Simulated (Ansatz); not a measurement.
# Hf (Im-3m, 1 atom in the cell): following an unstable mode, part 2 of 2

Wanted: the energy along a soft mode of Hf (Im-3m, 1 atom in the cell) and the structure at the end.

Ansatz 0.2.0; DFT PBEsol, scalar-relativistic, plane waves, PAW; PAW set soft_1.

So far, highest frequency on path, mesh or solved points (cm⁻¹): step 2 (the dispersion) 138. Also lowest frequency on the path (cm⁻¹): step 2 -87.9.

This is not the structure that Hf takes at ambient pressure (hexagonal, No. 194); it is a model or a phase of other conditions.

## Step 6: Relaxing from the distorted cell

Starting from the lowest point found, all atoms and the cell are let go, so that strain and other modes of the same symmetry can join in.

Input file input.yaml:

```yaml
crystal:
  lattice:
    - [-1.7446091036, 1.7446091036, 1.7446091036]
    - [1.7446091036, -1.7446091036, 1.7446091036]
    - [3.4892182072, 3.4892182072, 0.0]
  atoms:
    - { symbol: Hf, position: [-0.0648495326, 0.0648495326, 0.0] }
    - { symbol: Hf, position: [0.5648495326, 0.4351504674, 0.5] }
kpoints:
  mp_grid: { grid: [14, 14, 8] }
hamiltonian:
  xc: pbesol
  pseudopotentials: { kind: paw, azcp: { folder: soft_1 }, xc_functional: pbe }
scf:
  occupations: { method: methfessel_paxton, width: 0.2 }
output:
  forces: true
  stress: true
  eigenvalues: true
relax:
  adjacent_minimum: "off"
  f_tol: 0.002
  max_steps: 120
  cell: { stress_tol: 0.03 }
```

Run with:

```console
> ansatz run input.yaml --threads 4 --pin off --max-ram 10240MiB --backend cpu --events-out ev --progress --plain --runs-dir out
```

Output:

```text
[...]
Crystal: 2 atoms, lattice volume = 42.480 Å³
Basis set: ecut = 420 eV, 801 PW (Γ), exchange–correlation on 48×48×72 points (8 copies of the dense FFT grid, shifted against one another)
Bands: 32, of which v1, the nominal top of the filled ones, is band 26 counted from 1 (25 counted from 0)
Symmetry: 8 space group operations
[...]
k-points: 285 of 1568
[...]
SCF iter   1: F=—  HF=-31197.647298 eV  |F-HF|=—  |Δ(HF+E_count)|=         —  Δρ=3.39e-2  dr2=5.84e-1  ethr=3.10e-3  ⟨swp⟩=5.1  Hψ=30891  notcnv=0
[...]
SCF iter   8: F=-31197.427962 eV  HF=-31197.427962 eV  |F-HF|=4.05e-9  |Δ(HF+E_count)|=   3.92e-8  S|Δr|=    0.00e0  Δρ=6.54e-6  dr2=1.40e-8  ethr=1.92e-10  ⟨swp⟩=10.4  Hψ=50236  notcnv=0
SCF 1 converged in 8 iterations: F = -31197.427962 eV  dr2 = 1.40e-8
[...]
relax step   1: F+E_penalty+E_count = -31197.42796235 eV  Δ(F+E_penalty+E_count) = +0.000e0 eV  max|allowed force component| = 1.080e-1 eV/Å  Δτ_max = 0.0000 Å  P = +1.453 GPa  Ω = 42.480 Å³  (8 SCF iters, dr2 threshold 1.00e-7 eV, accepted)
Crystal: 2 atoms, lattice volume = 43.309 Å³
Basis set: ecut = 420 eV, 849 PW (Γ), exchange–correlation on 48×48×72 points (8 copies of the dense FFT grid, shifted against one another)
[...]
iter 1 solved again at ethr=7.78e-6 eV; its pass at ethr=3.10e-3 eV (dr2=4.04e-3 eV) is discarded
[...]
SCF iter   7: F=-31197.490661 eV  HF=-31197.490661 eV  |F-HF|=4.41e-9  |Δ(HF+E_count)|=   4.83e-8  S|Δr|=    0.00e0  Δρ=6.97e-6  dr2=1.60e-8  ethr=3.85e-10  ⟨swp⟩=4.1  Hψ=44475  notcnv=0
SCF 2 converged in 7 iterations: F = -31197.490661 eV  dr2 = 1.60e-8
relax step   2: F+E_penalty+E_count = -31197.49066140 eV  Δ(F+E_penalty+E_count) = -6.270e-2 eV  max|allowed force component| = 1.799e-1 eV/Å  Δτ_max = 0.0383 Å  P = -0.543 GPa  Ω = 43.309 Å³  energy of the carried Pulay correction = -2.417e-4 eV  (7 SCF iters, dr2 threshold 2.00e-7 eV, accepted)
Crystal: 2 atoms, lattice volume = 43.390 Å³
Basis set: ecut = 420 eV, 861 PW (Γ), exchange–correlation on 48×48×72 points (8 copies of the dense FFT grid, shifted against one another)
[...]
SCF iter   7: F=-31197.542515 eV  HF=-31197.542515 eV  |F-HF|=2.32e-8  |Δ(HF+E_count)|=   4.41e-7  S|Δr|=    0.00e0  Δρ=1.15e-5  dr2=4.63e-8  ethr=3.85e-10  ⟨swp⟩=7.0  Hψ=61404  notcnv=0
SCF 3 converged in 7 iterations: F = -31197.542515 eV  dr2 = 4.63e-8
relax step   3: F+E_penalty+E_count = -31197.54251521 eV  Δ(F+E_penalty+E_count) = -5.185e-2 eV  max|allowed force component| = 8.780e-2 eV/Å  Δτ_max = 0.0600 Å  P = -0.350 GPa  Ω = 43.390 Å³  energy of the carried Pulay correction = -2.651e-4 eV  (7 SCF iters, dr2 threshold 2.00e-7 eV, accepted)
[...]
relax step   4: F+E_penalty+E_count = -31197.59725319 eV  Δ(F+E_penalty+E_count) = -5.474e-2 eV  max|allowed force component| = 2.892e-2 eV/Å  Δτ_max = 0.0659 Å  P = +0.019 GPa  Ω = 43.231 Å³  energy of the carried Pulay correction = -2.192e-4 eV  (7 SCF iters, dr2 threshold 2.00e-7 eV, accepted)
[...]
relax step   5: F+E_penalty+E_count = -31197.60437846 eV  Δ(F+E_penalty+E_count) = -7.125e-3 eV  max|allowed force component| = 2.568e-4 eV/Å  Δτ_max = 0.0020 Å  P = +0.039 GPa  Ω = 43.185 Å³  energy of the carried Pulay correction = -2.057e-4 eV  (5 SCF iters, dr2 threshold 2.00e-7 eV, accepted)
[...]
relax step   6: F+E_penalty+E_count = -31197.60445437 eV  Δ(F+E_penalty+E_count) = -7.591e-5 eV  max|allowed force component| = 6.699e-5 eV/Å  Δτ_max = 0.0017 Å  P = -0.015 GPa  Ω = 43.202 Å³  energy of the carried Pulay correction = -2.107e-4 eV  (5 SCF iters, dr2 threshold 9.77e-8 eV, accepted)
[...]
relax step   7: F+E_penalty+E_count = -31197.60446323 eV  Δ(F+E_penalty+E_count) = -8.864e-6 eV  max|allowed force component| = 3.857e-5 eV/Å  Δτ_max = 0.0004 Å  P = -0.003 GPa  Ω = 43.197 Å³  energy of the carried Pulay correction = -2.094e-4 eV  (3 SCF iters, dr2 threshold 1.63e-8 eV, accepted)
[...]
relax step   8: F+E_penalty+E_count = -31197.60529889 eV  Δ(F+E_penalty+E_count) = -8.357e-4 eV  max|allowed force component| = 1.273e-4 eV/Å  Δτ_max = 0.0000 Å  P = +0.015 GPa  Ω = 43.197 Å³  stress off target by 6.18e-2 GPa  SCF on the basis re-selected at this cell (its energy is not comparable with the rows above)  (8 SCF iters)
[...]
relax step   9: F+E_penalty+E_count = -31197.60530041 eV  Δ(F+E_penalty+E_count) = -1.518e-6 eV  max|allowed force component| = 6.724e-5 eV/Å  Δτ_max = 0.0004 Å  P = -0.004 GPa  Ω = 43.205 Å³  energy of the carried Pulay correction = -2.475e-6 eV  (4 SCF iters, dr2 threshold 9.56e-9 eV, accepted)
[...]
SCF iter   5: F=-31197.605303 eV  HF=-31197.605303 eV  |F-HF|=1.09e-11  |Δ(HF+E_count)|=  2.18e-11  S|Δr|=    0.00e0  Δρ=1.23e-7  dr2=3.23e-12  ethr=1.00e-12  ⟨swp⟩=7.9  Hψ=57616  notcnv=0
SCF 10 converged in 5 iterations: F = -31197.605303 eV  dr2 = 3.23e-12
relax step  10: F+E_penalty+E_count = -31197.60530267 eV  Δ(F+E_penalty+E_count) = -2.255e-6 eV  max|allowed force component| = 6.908e-5 eV/Å  Δτ_max = 0.0000 Å  P = -0.004 GPa  Ω = 43.205 Å³  stress off target by 5.57e-3 GPa  SCF on the basis re-selected at this cell (its energy is not comparable with the rows above)  (5 SCF iters)
[...]
SCF converged after 5 iterations
[...]
Free energy (F): -31197.605303 eV
[...]
Internal energy: -31197.612328 eV  (E = F + TS)
E sigma→0 (E₀):  -31197.607059 eV
Entropy (-TS):   0.007026 eV (3.513 meV/atom)
Fermi energy:    18.727519 eV
Step filling:    the computed levels leave a gap of 0.0000 eV = 0.0 smearing widths at the electron count; against every level under it full and every level over it empty, smearing changes F+E_penalty+E_count by +2.871 meV and its σ→0 estimate by +1.115 meV
[...]
--- Forces (eV/Å), atoms counted from 1 ---
  atom   1  Hf    -0.00006908     0.00006908     0.00000000
  atom   2  Hf     0.00006908    -0.00006908     0.00000000
  max |Σ_I F_I| component: 0.00e0 eV/Å
--- Stress (GPa, compression-positive) ---
       -0.003323      -0.000680       0.000000
       -0.000680      -0.003323       0.000000
        0.000000       0.000000      -0.005571
  P = ⅓ Tr σ = -0.0041 GPa (-0.041 kbar)
--- Band table (eV; the first three rows and the last of 285) ---
  k-point 0: bands = [... 22 lower, 11.2048, 14.8805, 19.5087, 19.8722, 19.8725, 20.1727, 20.7340, 20.7343, ... 2 higher]
  k-point 1: bands = [... 22 lower, 11.3553, 14.8152, 19.2832, 19.7850, 19.7853, 20.0424, 20.6082, 20.6086, ... 2 higher]
  k-point 2: bands = [... 22 lower, 11.7898, 14.5573, 18.8702, 19.6601, 19.6604, 19.6944, 20.3140, 20.3143, ... 2 higher]
  k-point 284: bands = [... 22 lower, 15.1783, 15.1783, 17.6580, 17.6580, 20.0245, 20.0245, 21.4160, 21.4160, ... 2 higher]
--- Relaxed structure (8 steps of the walk, 8 accepted, 2 SCFs on fresh bases) ---
  F+E_penalty+E_count = -31197.60530267 eV   max|allowed force component| = 6.908e-5 eV/Å   (the final SCF, on the basis selected at the relaxed cell)
  cell:  # Å, volume = 43.2046 Å³
    - [-1.934973, 1.934973, 1.579924]
    - [1.934973, -1.934973, 1.579924]
    - [3.533127, 3.533127, 0.0]
  atoms:
    - { symbol: Hf, position: [-0.083336, 0.083336, 0.0] }
    - { symbol: Hf, position: [0.583336, 0.416664, 0.5] }
```

The job ended after 44 s (4 threads of Arm Neoverse V2, shared host; peak memory 0.59 GiB; 2.9 min of CPU time).

Step by step:

```csv
step,energy less that of the first step (eV),largest force component (eV/Å),pressure (GPa),volume (Å³)
1,0.0000,0.1080,1.45,42.48
2,-0.0627,0.1799,-0.54,43.31
3,-0.1146,0.0878,-0.35,43.39
4,-0.1693,0.0289,0.02,43.23
5,-0.1764,0.0003,0.04,43.18
6,-0.1765,0.0001,-0.01,43.20
7,-0.1765,0.0000,0.00,43.20
8*,-0.1773,0.0001,0.02,43.20
9,-0.1773,0.0001,0.00,43.20
10*,-0.1773,0.0001,0.00,43.20
```

Relaxation steps marked * repeat the geometry before them on a plane-wave basis chosen anew for their cell, so energy and pressure can jump there.

The run keeps the 8 symmetry operations that the program found, so distortions that break them were not tested.

```csv
cell as run,before,after,change
a (Å),3.022,3.160,+4.6 %
b (Å),3.022,3.160,+4.6 %
c (Å),4.934,4.997,+1.3 %
γ (°),109.47,120.00,+9.6 %
volume (Å³/atom),21.24,21.60,+1.7 %
```

The atoms that moved most (Å, as changes of fractional coordinates times the final cell):

| atom | dx | dy | dz | length |
| --- | --- | --- | --- | --- |
| Hf1 | 0.072 | -0.072 | 0.000 | 0.101 |
| Hf2 | -0.072 | 0.072 | 0.000 | 0.101 |

The relaxed structure:

```cif
data_structure
_symmetry_space_group_name_H-M 'P 1'
_symmetry_Int_Tables_number 1
_cell_length_a 3.1598
_cell_length_b 3.1598
_cell_length_c 4.9966
_cell_angle_alpha 90.000
_cell_angle_beta 90.000
_cell_angle_gamma 119.999
_cell_volume 43.20
loop_
_atom_site_label
_atom_site_type_symbol
_atom_site_fract_x
_atom_site_fract_y
_atom_site_fract_z
_atom_site_occupancy
Hf1 Hf 0.91666 0.08334 0.00000 1
Hf2 Hf 0.58334 0.41666 0.50000 1
```

This step gave:

```yaml
pressure: -0.004072 GPa
volume_per_atom: 21.60 Å³
```

The distorted start has space group Cmcm; the relaxation ends in P6_3/mmc.

## Step 7: The new phase in its own primitive cell

The relaxed structure is symmetrised, reduced to its primitive cell and relaxed tightly, as its phonons need.

input.yaml, the sections that differ from step 6:

```yaml
crystal:
  lattice:
    - [3.1598100929, 0.0, 0.0]
    - [-1.5799050465, 2.7364758116, 0.0]
    - [0.0, 0.0, 4.9965960553]
  atoms:
    - { symbol: Hf, position: [0.6666666667, 0.3333333333, 0.75] }
    - { symbol: Hf, position: [0.3333333333, 0.6666666667, 0.25] }
kpoints:
  mp_grid: { grid: [15, 15, 8] }
relax:
  adjacent_minimum: "off"
  f_tol: 0.001
  max_steps: 60
  cell: { stress_tol: 0.01 }
# hamiltonian, scf, output: as in step 6
```

Output:

```text
[...]
Crystal: 2 atoms, lattice volume = 43.204 Å³
Basis set: ecut = 420 eV, 845 PW (Γ), exchange–correlation on 48×48×72 points (8 copies of the dense FFT grid, shifted against one another)
Bands: 32, of which v1, the nominal top of the filled ones, is band 26 counted from 1 (25 counted from 0)
Symmetry: 24 space group operations
[...]
k-points: 135 of 1800
[...]
k-point 134: bands = [... 22 lower, 16.8665, 16.8665, 17.1980, 17.1980, 18.5593, 18.5593, 21.2792, 21.2792, ... 2 higher]
--- Relaxed structure (3 steps of the walk, 3 accepted, 1 SCFs on fresh bases) ---
[...]
cell:  # Å, volume = 43.2093 Å³
    - [3.160396, 2.887279e-11, 0]
    - [-1.580198, 2.736983, 0]
    - [0, 0, 4.995319]
  atoms:
    - { symbol: Hf, position: [0.666667, 0.333333, 0.750000] }
    - { symbol: Hf, position: [0.333333, 0.666667, 0.25] }
[key lines of the parts left out:]
SCF converged after 6 iterations
Free energy (F): -31197.604492 eV
Fermi energy:    18.723316 eV
P = ⅓ Tr σ = 0.0019 GPa (0.019 kbar)
```

Run time: 7.8 s. Hardware: 4 threads; peak memory 0.45 GiB; 29 s of CPU time.

Little changed from the start: no atom moved by 0.005 Å and no cell edge by 0.1 %.

Read from the output:

| Item | Value |
| --- | --- |
| pressure | 0.001931 GPa |

The forces vanish by symmetry and the pressure is 0.002 GPa, within the tolerances set. The cell now holds 21.60 Å³/atom.

## Step 8: Modes of the new phase, k-mesh 15×15×8

A relaxed structure may still be a saddle point, so its zone-centre modes are computed. No field response is asked, since the mesh shows no gap.

input.yaml, the sections that differ from step 7:

```yaml
crystal:
  lattice:
    - [3.1603959713, 0.0, 0.0]
    - [-1.5801979857, 2.7369831972, 0.0]
    - [0.0, 0.0, 4.9953186805]
  atoms:
    - { symbol: Hf, position: [0.6666666667, 0.3333333333, 0.75] }
    - { symbol: Hf, position: [0.3333333333, 0.6666666667, 0.25] }
output:
  eigenvalues: true
phonons:
  method: dfpt
# kpoints, hamiltonian, scf: as in step 7
# relax: removed
```

Output:

```text
zone centre: on kpoints.mp_grid the ground state, and the responses unless they are solved on pairs of k-points, stand on 320 of the mesh's 1800 k-points, reduced under 4 symmetry operations, with k and −k counted as one. Each operation leaves every solved displacement unchanged or reverses it
[...]
Crystal: 2 atoms, lattice volume = 43.209 Å³
Basis set: ecut = 420 eV, 845 PW (Γ), exchange–correlation on 48×48×72 points (8 copies of the dense FFT grid, shifted against one another)
Bands: 32, of which v1, the nominal top of the filled ones, is band 26 counted from 1 (25 counted from 0)
Symmetry: 24 space group operations
k-points: 320 of 1800 (irreducible under 4 space group operations, time reversal used)
[...]
SCF iter   1: F=—  HF=-31197.854148 eV  |F-HF|=—  |Δ(HF+E_count)|=         —  Δρ=3.62e-2  dr2=6.75e-1  ethr=3.10e-3  ⟨swp⟩=4.9  Hψ=34828  notcnv=0
[...]
SCF iter  11: F=-31197.604492 eV  HF=-31197.604492 eV  |F-HF|=3.64e-12  |Δ(HF+E_count)|=  1.09e-11  S|Δr|=    0.00e0  Δρ=6.66e-8  dr2=9.33e-13  ethr=1.00e-12  ⟨swp⟩=10.2  Hψ=59996  notcnv=0
the search or the solves at the SCF's close seem to have found levels that the self-consistency loop had missed (the run counts 3). By its estimate they hold under 1e-12 electrons; where the run keeps them, the occupations were computed again with them
SCF 1 converged in 11 iterations: F = -31197.604492 eV  dr2 = 9.33e-13
[...]
DFPT response loops at Γ: preconditioner auto → Kerker (q_TF=auto, 2.814 Å⁻¹) (partly filled bands, converged f_vac=0.000); β = 1.00, the filter's whole step (`scf.mixing.beta` (0.50) is not read by the response loops under this deck's `scf.mixing.preconditioner`; to damp them name `kerker` or `kerker_dos`, under which they read `scf.mixing.beta`, and type it under 1.00, their step now; both keys bind the ground state too); Broyden in place of MSR1
SCF converged after 11 iterations
[...]
Free energy (F): -31197.604492 eV
[...]
Internal energy: -31197.608535 eV  (E = F + TS)
E sigma→0 (E₀):  -31197.605503 eV
Entropy (-TS):   0.004043 eV (2.021 meV/atom)
Fermi energy:    18.723316 eV
[...]
--- Band table (eV; the first three rows and the last of 320) ---
  k-point 0: bands = [... 22 lower, 11.2029, 14.8801, 19.5094, 19.8698, 19.8698, 20.1744, 20.7327, 20.7327, ... 2 higher]
  k-point 1: bands = [... 22 lower, 11.3536, 14.8150, 19.2834, 19.7821, 19.7821, 20.0440, 20.6066, 20.6066, ... 2 higher]
  k-point 2: bands = [... 22 lower, 11.7883, 14.5573, 18.8696, 19.6566, 19.6566, 19.6955, 20.3116, 20.3116, ... 2 higher]
  k-point 319: bands = [... 22 lower, 15.7396, 15.7396, 17.9198, 17.9198, 18.6876, 18.6876, 20.9654, 20.9654, ... 2 higher]
--- Phonons (Γ-DFPT): 2 representative perturbations + reference, on 320 of 1800 k-points (Σ response iterations 6) ---
  k mesh reduced under 4 symmetry operations, with k and −k counted as one. Each operation leaves every solved displacement unchanged or reverses it
  ASR residual: 2.774e-5 → 0.000e0 eV/Å²; symmetrization residual: 1.357e-9 eV/Å²
  ASR residual per site (eV/Å²): 2.77e-5 2.77e-5
  Γ frequencies (cm⁻¹): 0.00 0.00 0.00 79.25 79.25 105.98
  non-analytic LO–TO correction: not included (Born effective charges unavailable; polar crystals: no LO–TO splitting at Γ)
```

It took 27 s on 4 threads; peak memory 1.5 GiB.

Read from the output:

| Quantity | Value |
| --- | --- |
| sum-rule residual before enforcement | 2.77e-5 eV/Å² |
| point group | 6/mmm |
| highest optical mode at the zone centre (no LO-TO term) | 106.0 cm⁻¹ |
| lowest optical zone-centre mode | 79.25 cm⁻¹ |

Patterns of degenerate modes are one choice out of their space. Modes at Γ:

| mode | frequency (cm⁻¹) | symmetry |
| --- | --- | --- |
| 1 | 0.0 | acoustic |
| 2 | 0.0 | acoustic |
| 3 | 0.0 | acoustic |
| 4 | 79.2 | E2g |
| 5 | 79.2 | E2g |
| 6 | 106.0 | B1g |

Displacements in mode 5 (79.2 cm⁻¹), the largest set to 1:
```
Hf1  1.00  0.00  0.00
Hf2 -1.00  0.00  0.00
```

Displacements in mode 6 (106.0 cm⁻¹), the largest set to 1:
```
Hf1  0.00  0.00  1.00
Hf2  0.00  0.00 -1.00
```

Before it was imposed, the acoustic sum rule was missed by 2.8e-5 eV/Å². Small misses are needed for a sound result but don't prove that mesh and cutoff are converged. The lowest optical mode is real, 79.2 cm⁻¹.

## Step 9: Outcome

```
unstable mode of the parent                                                      : q = (0, 0, -0.5), 88i cm⁻¹
depth at the lowest point sampled                                                : 77.3 meV/atom
largest atomic shift at that point                                               : 0.32 Å
space group reached                                                              : P6_3/mmc
energy gained over the parent (first relaxation, on the mesh of the frozen mode) : 166 meV/atom
volume per atom, phase reached                                                   : 21.6 Å³
lowest optical zone-centre mode, phase reached                                   : 79.2 cm⁻¹
highest optical mode at the zone centre (no LO-TO term), phase reached           : 106 cm⁻¹
```

What this shows: Along this mode the structure falls into P6_3/mmc, 166 meV/atom below the parent. At the parent's cell the well is 77.30 meV/atom deep on the steps tried, with its lowest point at a shift of 0.32 Å. Relaxing atoms and cell changes the gain by +89.06 meV/atom against the lowest step (energies at zero smearing). The new phase has no imaginary mode at the zone centre of its cell; other wavevectors were not checked. Of the 2 patterns followed from this parent, this one reaches the lowest energy. Each path keeps the symmetry of its pattern, so a lower phase may lie along a pattern not tried. With no gap, or one that is small against the smearing, the frequencies hang on the k mesh and the smearing, most of all near Kohn anomalies. Spin-orbit coupling is left out, which can matter for the heavy elements here. The PAW files were made for PBE and serve the other functionals too.

[Long decimals in the printed logs are rounded to 6 places.]

[Logs are printed without paths, hosts, clocks, repeated set-up lines and the standing remarks that a program may print on its own settings, such as how far it seeks lower states.]

[Hosts, paths, dates, database ids (printed as entryN), source tags and the programs' standing remarks are cut or masked in the printed files.]

[Where the starting crystal was built by hand or by swapping elements, it need not be the compound's stable phase.]
